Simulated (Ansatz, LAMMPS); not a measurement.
# Convergence of a linear-scaling basis for glassy 44SiO2-26Al2O3-15K2O-15CaO (mol %) (91 atoms), part 2 of 2

Wanted: errors and times of a linear-scaling basis for glassy 44SiO2-26Al2O3-15K2O-15CaO (mol %) (91 atoms). A setting counts as converged where the r.m.s. difference of forces stays under 1 % of the r.m.s. force.

Ansatz 0.2.0; Kohn-Sham DFT, PBE, PAW (set soft_2), plane waves.

The cell: 12 Si, 14 Al, 8 K, 4 Ca and 53 O. The quench rate of 25 K/ps far exceeds what a furnace or splat quench reaches. The starting topology of bonds comes from the classical model. Only the Γ point is sampled, in a cell whose shortest periodic width is 11 Å.

So far. Step 5 (Support functions medium): Forces differ from the reference by 0.56 meV/Å r.m.s., 0.071 % of their size, well within a tolerance of 1 %; the energy by -4.4 meV/atom. It took 97 s and 14 cycles; the reference's time can't be set against it, since the two runs asked for unlike analyses. Step 7 (Another setting: scf.eigensolver.kind = "davidson"): Forces differ from the reference by 0.005 meV/Å r.m.s., 7.0e-4 % of their size, well within a tolerance of 1 %.

## 9. What the reference run shows (continued)

ELF in the ac plane at fractional y = 0.387, with atoms of Si and Al and K and Ca and O within 0.2 Å of it. It is the smooth field of the valence electrons, not physical close to the nuclei.

Ten even steps from '_' (0.00) to '@' (0.87), each cell a mean:
```
%%%%++::**@@##**@@@@++..__..::::::....--**++::..____--##@@%%
%%**::..++@@@@%%@@%%==..--**######++....::--::::..____--##%%
--::____..==##%%##++....**%%@@%%@@%%--::**####**==______..::
______..::..........__::**@@@@%%@@##----##%%@@%%++........__
____++%%@@@@##::______..==##@@@@%%++....==##%%##==..--====::
__::%%@@@@@@@@##::______..--==++==..____..::--::____--====::
__::%%@@%%%%@@%%::____________________..::--..________::....
____++@@@@@@%%==____________________..++####**..______..____
______::==++::__..--::....::--..____..++####++::__........__
==**++--..____::++**==::::====::______..----............__..
%%@@@@%%++____--****++--....::::....________::++****==::..==
@@@@@@@@**..__..------....::..--==--..____::**@@%%@@@@++..++
%%@@%%##--________..--====::..==++==::____--%%@@****@@**::==
==++==::--**++::__==##@@@@**--::--::..____::**@@@@@@%%++....
__....++@@@@@@**..**@@%%@@%%==..____________::++####++::____
____::%%@@@@@@%%::++@@@@@@%%==________::==--::______________
____..**@@@@@@**..--%%%%%%++....::....==####++..____......__
______..--====::__..==++--..::##%%**::::**##++....==****--..
______..__________________..##@@@@@@==..--==::..--##%%%%++::
__..::--::..______________..**@@@@%%==__________--**##**==..
__..::----::..______________..====--____....____..====::..__
++==........::::::__________________..--****++::......::--++
@@%%==....==####**==..__________....::**%%%%##++::__--**%%@@
##@@##::==@@@@@@@@##--________......--##@@%%##==..__==%%@@**
```
Columns run along a (10.7 Å), rows up along c (10.7 Å). Atoms in or near the plane, at fractional coordinates: Si at (0.43, 0.51), Si at (0.12, 0.06), Al at (0.81, 0.71), K at (0.15, 0.73), Ca at (0.18, 0.35), O at (0.82, 0.47), O at (0.23, 0.97), O at (0.99, 0.00).

Mean intrinsic-atomic-orbital charges: Al +1.31, Ca +1.80, K +0.88, O -0.99, Si +1.67 e.

## 10. Local order

Bonds and neighbours are counted at the geometry of the runs.

Density 2.74 g/cm³, 13.57 Å³ an atom.

g(r), total and by pair (bins of 0.2 Å):

```csv
r (Å),total,O-O,O-Al,O-Si,O-K,O-Ca,Al-Al
1.50,0.86,0.00,0.00,5.65,0.00,0.00,0.00
1.70,3.10,0.00,9.90,8.66,0.00,0.00,0.00
1.90,0.38,0.00,2.12,0.00,0.00,0.00,0.00
2.10,0.06,0.00,0.32,0.00,0.00,0.00,0.00
2.30,0.24,0.00,0.00,0.00,0.00,4.68,0.00
2.50,0.71,1.66,0.21,0.00,0.35,1.53,0.00
2.70,1.85,4.06,0.00,0.00,2.87,2.20,2.05
2.90,1.07,1.55,0.23,0.09,2.75,0.55,4.67
3.10,1.03,1.13,0.83,0.08,0.59,0.96,2.16
3.30,0.99,0.61,0.55,0.36,0.84,0.41,3.25
3.50,0.90,0.71,1.20,1.19,0.84,0.00,0.40
3.70,0.98,0.54,1.74,1.14,0.68,1.01,0.76
3.90,1.05,0.66,1.65,1.96,0.23,0.00,0.96
4.10,1.12,0.69,1.38,2.02,0.82,1.24,0.60
4.30,1.11,0.61,1.79,1.54,1.32,1.65,1.35
4.50,0.93,0.81,1.34,0.68,1.27,1.49,0.24
4.70,1.08,1.29,0.69,0.81,1.42,1.47,0.45
4.90,0.94,1.45,0.52,0.61,1.01,0.78,1.26
5.10,1.06,1.53,0.66,0.74,0.94,1.08,0.76
5.30,1.10,1.33,0.73,1.02,0.95,0.91,1.95
```

Local excerpt of 8 atoms (numbers count through the whole input) about O51, picked at random; x, y, z are measured from there.

```csv
atom,x,y,z,distance (Å),intrinsic-atomic-orbital charge (e),Fx,Fy,Fz (eV/Å)
O51,0.00,0.00,0.00,0.00,-0.98,0.19,0.42,-0.33
Si11,-0.95,-1.15,-0.73,1.66,1.69,0.06,1.34,1.75
Al26,1.27,0.25,1.18,1.76,1.29,-0.75,0.06,-0.73
O85,-0.67,-0.99,-2.24,2.54,-1.17,0.84,0.56,-3.13
O70,-0.20,-2.55,-0.25,2.57,-0.91,0.53,-1.18,-0.26
O48,-2.44,-1.03,-0.17,2.65,-0.89,-0.36,-0.64,0.32
Ca37,0.63,0.90,-2.44,2.68,1.81,-0.52,-0.12,0.96
O73,1.97,-1.34,1.24,2.69,-1.06,1.16,-0.45,0.22
```

## 11. Summary of results

```
free energy per atom                             : -713.2964 eV/atom
pressure                                         : 7.288 GPa
r.m.s. force component                           : 0.786 eV/Å
gap (highest filled to lowest empty level) : 3.278 eV
wall time of the 4 DFT runs                      : 3.9 min
```

In words: Against plane waves at 420 eV, the forces differ by 0.56 meV/Å (0.071 %) with support functions medium. At 91 atoms the fastest of the runs at a preset level, support functions low, takes roughly 5.3 times the time of plane waves (whose run also made extra analyses, so the like-for-like ratio is larger), in 12 SCF cycles against 9. Differences between support functions and plane waves include what basis error the plane-wave run still has.

The highest filled and lowest empty levels differ by 3.28 eV (at Γ alone); a semilocal functional tends to put such gaps too low. In a disordered cell it changes from sample to sample, and tail or defect levels can set it.

**Limits.** The geometry was minimised with a classical potential after classical dynamics and isn't relaxed at this level: its force components are 0.79 eV/Å r.m.s. The pressure of 7.3 GPa belongs to a cell and atoms that aren't relaxed at this level.

[Logs are printed without paths, hosts, clocks, repeated set-up lines and the standing remarks that a program may print on its own settings, such as how far it seeks lower states.]

[Hosts, paths, dates, database ids (printed as entryN), source tags and the programs' standing remarks are cut or masked in the printed files.]
